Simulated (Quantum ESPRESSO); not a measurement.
## CaMn2As2: parallel and opposed starts

A self-consistent run ends on one state, which hangs on the start. Several orders of CaMn2As2 are started in Quantum ESPRESSO and their energies compared.

Method: PBEsol; plane waves with GBRV 1.5 PBEsol potentials, no spin-orbit coupling, in Quantum ESPRESSO 7.5.

Report form: the programs' logs are mostly left out.

## (1) The starting structure

The structure is trigonal, space group P-3m1 (No. 164). The conventional cell has a = 4.000 Å, b = 4.000 Å, c = 6.996 Å, α = 90.00°, β = 90.00°, γ = 120.00°. Nearest to Ca lie 6 As at 2.99 Å. Nearest to Mn lie 4 As at 2.41 to 2.44 Å. Nearest to As lie 4 Mn at 2.41 to 2.44 Å and 3 Ca at 2.99 Å. Farther neighbours are not listed.

The cell comes from Materials Project 2023-11-01, a database of computed structures, and need not be the stable phase.

## (2) Run 1, typed as ferro ++

The signs are those of the starting moments on the seeded atoms, the atoms that are given a moment.

Contents of pw.in:

```
&CONTROL
  calculation = 'scf'
  prefix = 'pwscf'
  outdir = './tmp'
  pseudo_dir = './pseudo'
  disk_io = 'nowf'
/
&SYSTEM
  ibrav = 0
  nat = 5
  ntyp = 3
  ecutwfc = 40
  ecutrho = 280
  nbnd = 38
  occupations = 'smearing'
  smearing = 'fd'
  degauss = 0.00734986
  nspin = 2
  starting_magnetization(1) = 0
  starting_magnetization(2) = 0.2333
  starting_magnetization(3) = 0
/
&ELECTRONS
  conv_thr = 1d-08
  electron_maxstep = 150
  mixing_beta = 0.3
/
ATOMIC_SPECIES
Ca     40.0780 ca_pbesol_v1.uspp.F.UPF
Mn     54.9380 mn_pbesol_v1.5.uspp.F.UPF
As     74.9216 as_pbesol_v1.uspp.F.UPF
CELL_PARAMETERS angstrom
   4.0003377127    0.0000000000    0.0000000000
  -2.0001688564    3.4643940829    0.0000000000
   0.0000000000    0.0000000000    6.9955350000
ATOMIC_POSITIONS crystal
Ca      0.0000000000    0.0000000000    0.0000000000
Mn      0.3333333300    0.6666666700    0.6158690000
Mn      0.6666666700    0.3333333300    0.3841310000
As      0.6666666700    0.3333333300    0.7290990000
As      0.3333333300    0.6666666700    0.2709010000
K_POINTS automatic
8 8 4 0 0 0
```

The run is started by

```sh
> OMP_NUM_THREADS=1 mpirun -n 4 pw.x -nk 4 -in pw.in > pw.out
```

It took 52 s on 4 MPI ranks of Arm Neoverse V1, shared host; peak memory 0.6 GiB; 3.5 min of CPU time.

Spin moment in the atom's sphere by atom:

```csv
atom,spin moment in the atom's sphere (μB)
Ca1,0.00
Mn2,2.53
Mn3,2.53
As4,-0.09
As5,-0.09
```

Read from the output:

```yaml
smearing_term_ts: 0.1312 eV
magnetization: 5.25 μB
absolute_magnetization: 5.838 μB
final_state: ferromagnetic
```

Spin density in the ac plane at fractional y = 0.333, with atoms of Mn and As within 0.2 Å of it.

Ten even steps from '_' (-0.1 e/Å³) to '@' (4.0 e/Å³), each cell a mean:
```
____________________________
____________________________
____________________________
____________________________
____________________________
____________________________
____________________________
____________________________
____________________________
____________________________
____________________________
____________________________
________________..--..______
______________..==##==..____
______________::%%@@%%::____
______________..==##==..____
________________..::..______
____________________________
____________________________
____________________________
____________________________
____________________________
____________________________
____________________________
```
Columns run along a (4.0 Å), rows up along c (7.0 Å). Atoms in or near the plane, at fractional coordinates: Mn at (0.67, 0.38), As at (0.67, 0.73).

Valence density in the ac plane at fractional y = 0.333, with atoms of Mn and As within 0.2 Å of it. It is the smooth field of the valence electrons, not physical close to the nuclei.

Ten steps, logarithmic in the rise over the least value, from '_' (0 e/Å³) to '@' (17 e/Å³), each cell a mean:
```
____________________________
________________......______
____________....::::::....__
__________..::::::--::::::..
..______....::--::..::--::..
..______..::::::::==::::::::
..........::::::--++--::::::
..........::::::..::..::::::
............::::------::::..
............::::::::::::::..
..______......::::::::::....
__________....::------::....
..______....::==**##**==::..
....__......--**@@@@@@**--..
............--##@@@@@@##--..
............--**@@@@@@**--..
............::--++**++--::..
..............::::--::::....
............................
..........__________________
____..______________________
____________________________
____________________________
____..______________________
```
Columns run along a (4.0 Å), rows up along c (7.0 Å). Atoms in or near the plane, at fractional coordinates: Mn at (0.67, 0.38), As at (0.67, 0.73).

## (3) Run 2, typed as antiferro q=(0,1/2,0) +−−+

The cell is doubled to 10 atoms to hold this order. The wavevector q is in fractions of the reciprocal vectors of the crystal's primitive cell, as the cells of these inputs are built from it; moments change sign between cells as cos(2π q·R).

Contents of pw.in:

```
&CONTROL
  calculation = 'scf'
  prefix = 'pwscf'
  outdir = './tmp'
  pseudo_dir = './pseudo'
  disk_io = 'nowf'
/
&SYSTEM
  ibrav = 0
  nat = 10
  ntyp = 4
  ecutwfc = 40
  ecutrho = 280
  nbnd = 64
  occupations = 'smearing'
  smearing = 'fd'
  degauss = 0.00734986
  nspin = 2
  starting_magnetization(1) = 0
  starting_magnetization(2) = 0.2333
  starting_magnetization(3) = -0.2333
  starting_magnetization(4) = 0
/
&ELECTRONS
  conv_thr = 2d-08
  electron_maxstep = 150
  mixing_beta = 0.3
/
ATOMIC_SPECIES
Ca     40.0780 ca_pbesol_v1.uspp.F.UPF
Mn1    54.9380 mn_pbesol_v1.5.uspp.F.UPF
Mn2    54.9380 mn_pbesol_v1.5.uspp.F.UPF
As     74.9216 as_pbesol_v1.uspp.F.UPF
CELL_PARAMETERS angstrom
   4.0003377127    0.0000000000    0.0000000000
  -4.0003377128    6.9287881658    0.0000000000
   0.0000000000    0.0000000000    6.9955350000
ATOMIC_POSITIONS crystal
Ca      0.0000000000    0.0000000000    0.0000000000
Ca      0.0000000000    0.5000000000    0.0000000000
Mn1     0.3333333300    0.3333333350    0.6158690000
Mn2     0.3333333300    0.8333333350    0.6158690000
Mn2     0.6666666700    0.1666666650    0.3841310000
Mn1     0.6666666700    0.6666666650    0.3841310000
As      0.6666666700    0.1666666650    0.7290990000
As      0.6666666700    0.6666666650    0.7290990000
As      0.3333333300    0.3333333350    0.2709010000
As      0.3333333300    0.8333333350    0.2709010000
K_POINTS automatic
8 4 4 0 0 0
```

Wall time 5.5 min (4 MPI ranks); peak memory 1.3 GiB.

Spin moment in the atom's sphere by atom:

| atom | spin moment in the atom's sphere (μB) |
| --- | --- |
| Ca1 | 0.00 |
| Ca2 | 0.00 |
| Mn3 | 3.15 |
| Mn4 | -3.15 |
| Mn5 | -3.15 |
| Mn6 | 3.15 |
| As7 | -0.01 |
| As8 | 0.01 |
| As9 | 0.01 |
| As10 | -0.01 |

Numbers from this step:

```yaml
smearing_term_ts: 0.1872 eV
magnetization: 0 μB
absolute_magnetization: 14.35 μB
final_state: antiferromagnetic
```

Spin density in the bc plane at fractional x = 0.333, with atoms of Mn and As within 0.2 Å of it.

Ten even steps from '_' (-4.6 e/Å³) to '@' (4.6 e/Å³), each cell a mean:
```
++++++++++++++++++++++++++++++++++++++++++++
++++++++++++++++++++++++++++++++++++++++++++
++++++++++++++++++++++++++++++++++======++++
++++++++++++++++++++++++++++++++==========++
++++++++++++++++++++++++++++++==============
++++++++++++++**++++++++++++++======--======
++++++++++++##@@##++++++++++======::__::====
==++++++++++##@@##++++++++++======::__::====
==++++++++++++**++++++++++++========--======
========++++++++++++++++++++++==============
========++++++++++++++++++++++++====++++++++
========++++++======++++++++++++++++++++++++
========++++++++====++++++++++++++++++++++++
++====++++++++++++==++++++++++++==++++++++++
++++++++++++++++++++++++++++++++++++++++++++
++++++++++++++++++++++++++++++++++++++++++++
++++++++++++++++++++++++++++++++++++++++++++
++++++++++++++++++++++++++++++++++++++++++++
++++++++++++++++++++++++++++++++++++++++++++
```
Columns run along b (8.0 Å), rows up along c (7.0 Å). Atoms in or near the plane, at fractional coordinates: Mn at (0.33, 0.62), Mn at (0.83, 0.62), As at (0.33, 0.27), As at (0.83, 0.27).

Valence density in the bc plane at fractional x = 0.333, with atoms of Mn and As within 0.2 Å of it. It is the smooth field of the valence electrons, not physical close to the nuclei.

Ten steps, logarithmic in the rise over the least value, from '_' (0 e/Å³) to '@' (16 e/Å³), each cell a mean:
```
____________________________________________
____________________________________________
........______________........______________
..........____..__..............____..__....
............::--::................::--::....
..........--**##**--............--**##**--..
........::++@@@@@@==::........::++@@@@@@++::
........::++@@@@@@++..........::++@@@@@@++..
..____....--**%%**--....____....--**%%**--..
______....::------::..______....::------::..
..........::::::::::............::::::::::..
........::::------::..........::::------::..
........::--::::::--::........::--::::::--::
........::--::++::--::........::--::++::--::
..____..::--::--::--::..____..::--::--::--::
________..::--::--::..________..::--::--::..
________....::::::....________....::::::....
____________......________________......____
____________________________________________
```
Columns run along b (8.0 Å), rows up along c (7.0 Å). Atoms in or near the plane, at fractional coordinates: Mn at (0.33, 0.62), Mn at (0.83, 0.62), As at (0.33, 0.27), As at (0.83, 0.27).

## (4) Start 3: antiferro +−

Contents of pw.in:

```
&CONTROL
  calculation = 'scf'
  prefix = 'pwscf'
  outdir = './tmp'
  pseudo_dir = './pseudo'
  disk_io = 'nowf'
/
&SYSTEM
  ibrav = 0
  nat = 5
  ntyp = 4
  ecutwfc = 40
  ecutrho = 280
  nbnd = 34
  occupations = 'smearing'
  smearing = 'fd'
  degauss = 0.00734986
  nspin = 2
  starting_magnetization(1) = 0
  starting_magnetization(2) = 0.2333
  starting_magnetization(3) = -0.2333
  starting_magnetization(4) = 0
/
&ELECTRONS
  conv_thr = 1d-08
  electron_maxstep = 150
  mixing_beta = 0.3
/
ATOMIC_SPECIES
Ca     40.0780 ca_pbesol_v1.uspp.F.UPF
Mn1    54.9380 mn_pbesol_v1.5.uspp.F.UPF
Mn2    54.9380 mn_pbesol_v1.5.uspp.F.UPF
As     74.9216 as_pbesol_v1.uspp.F.UPF
CELL_PARAMETERS angstrom
   4.0003377127    0.0000000000    0.0000000000
  -2.0001688564    3.4643940829    0.0000000000
   0.0000000000    0.0000000000    6.9955350000
ATOMIC_POSITIONS crystal
Ca      0.0000000000    0.0000000000    0.0000000000
Mn1     0.3333333300    0.6666666700    0.6158690000
Mn2     0.6666666700    0.3333333300    0.3841310000
As      0.6666666700    0.3333333300    0.7290990000
As      0.3333333300    0.6666666700    0.2709010000
K_POINTS automatic
8 8 4 0 0 0
```

Elapsed: 53 s, on 4 MPI ranks; peak memory 0.61 GiB.

Spin moment in the atom's sphere by atom:

```csv
atom,spin moment in the atom's sphere (μB)
Ca1,0.00
Mn2,3.15
Mn3,-3.15
As4,-0.01
As5,0.01
```

Read from the output:

```
smearing term TS       : 0.08333 eV
magnetization          : 0 μB
absolute magnetization : 7.256 μB
final state            : antiferromagnetic
```

## (5) Run 4, typed as no spin polarisation

Contents of pw.in:

```
&CONTROL
  calculation = 'scf'
  prefix = 'pwscf'
  outdir = './tmp'
  pseudo_dir = './pseudo'
  disk_io = 'nowf'
/
&SYSTEM
  ibrav = 0
  nat = 5
  ntyp = 3
  ecutwfc = 40
  ecutrho = 280
  nbnd = 34
  occupations = 'smearing'
  smearing = 'fd'
  degauss = 0.00734986
/
&ELECTRONS
  conv_thr = 1d-08
  electron_maxstep = 150
  mixing_beta = 0.3
/
ATOMIC_SPECIES
Ca     40.0780 ca_pbesol_v1.uspp.F.UPF
Mn     54.9380 mn_pbesol_v1.5.uspp.F.UPF
As     74.9216 as_pbesol_v1.uspp.F.UPF
CELL_PARAMETERS angstrom
   4.0003377127    0.0000000000    0.0000000000
  -2.0001688564    3.4643940829    0.0000000000
   0.0000000000    0.0000000000    6.9955350000
ATOMIC_POSITIONS crystal
Ca      0.0000000000    0.0000000000    0.0000000000
Mn      0.3333333300    0.6666666700    0.6158690000
Mn      0.6666666700    0.3333333300    0.3841310000
As      0.6666666700    0.3333333300    0.7290990000
As      0.3333333300    0.6666666700    0.2709010000
K_POINTS automatic
8 8 4 0 0 0
```

Wall time 24 s (4 MPI ranks); peak memory 0.49 GiB; 96 s of CPU time.

Read from the output:

```
smearing term TS : 0.2676 eV
final state      : non-magnetic (no spin polarisation)
```

## (6) Energies of the orders

An order is kept where moments of 0.15 μB or more survive with the typed signs; meshes match where a doubled cell samples the same k points as the first cell.

Orders:

| start | final state | typed order kept | energy over the lowest (meV a seeded atom) | largest site moment (μB) | net moment (μB a cell of the first run) | mesh matched | CPU time (s) |
| --- | --- | --- | --- | --- | --- | --- | --- |
| ferro ++ | ferromagnetic | yes | 198.3 | 2.528 | 5.25 | yes | 208.3 |
| antiferro q=(0,1/2,0) +--+ | antiferromagnetic | yes | 79.28 | 3.149 | 0 | yes | 1308 |
| antiferro +- | antiferromagnetic | yes | 0 | 3.148 | 0 | yes | 213 |
| no spin polarisation | non-magnetic | - | 619.7 | 0 | 0 | yes | 96.15 |

## (7) Couplings from the energies

E = −Σ J e·e over ordered pairs of unit vectors, so each pair counts twice. As many shells are taken as there are differences of energy, so the couplings are solved for and no residual tests the model; further shells are folded in, and shells whose pairs keep their relative signs in all orders cancel and are not probed. Couplings from the energies:

| pair | distance (Å) | neighbours an atom | J (meV) |
| --- | --- | --- | --- |
| Mn-Mn | 2.822 | 3 | -33.05 |
| Mn-Mn | 4 | 6 | 1.647 |

## (8) Summary of results

```yaml
lowest_state_found: antiferromagnetic (from antiferro +-)
largest_site_moment: 3.15 μB
next_state_with_moments: antiferromagnetic, 79.3 meV a seeded atom higher
state_without_moments: 620 meV a seeded atom higher
j_of_the_weightiest_shell: -33.1 meV
```

The largest moment changes by 20 % between the kept orders, so a model of rigid spins is rough here. This is the lowest of 4 collinear or spinless starts, no proof of the ground state. Energies are free energies at an electronic temperature of 1160 K, which lowers moments and differences where the moments are itinerant.

[Logs and program files are shortened in this print: banners, set-up blocks, solver, clock and traceback lines can be left out without a mark of their own.]

[Logs are printed without paths, hosts, clocks, repeated set-up lines and the standing remarks that a program may print on its own settings, such as how far it seeks lower states.]

[Hosts, paths, dates, database ids (printed as entryN), source tags and the programs' standing remarks are cut or masked in the printed files.]

[Where a cell is said to come from a database of computed structures, the database is the Materials Project.]
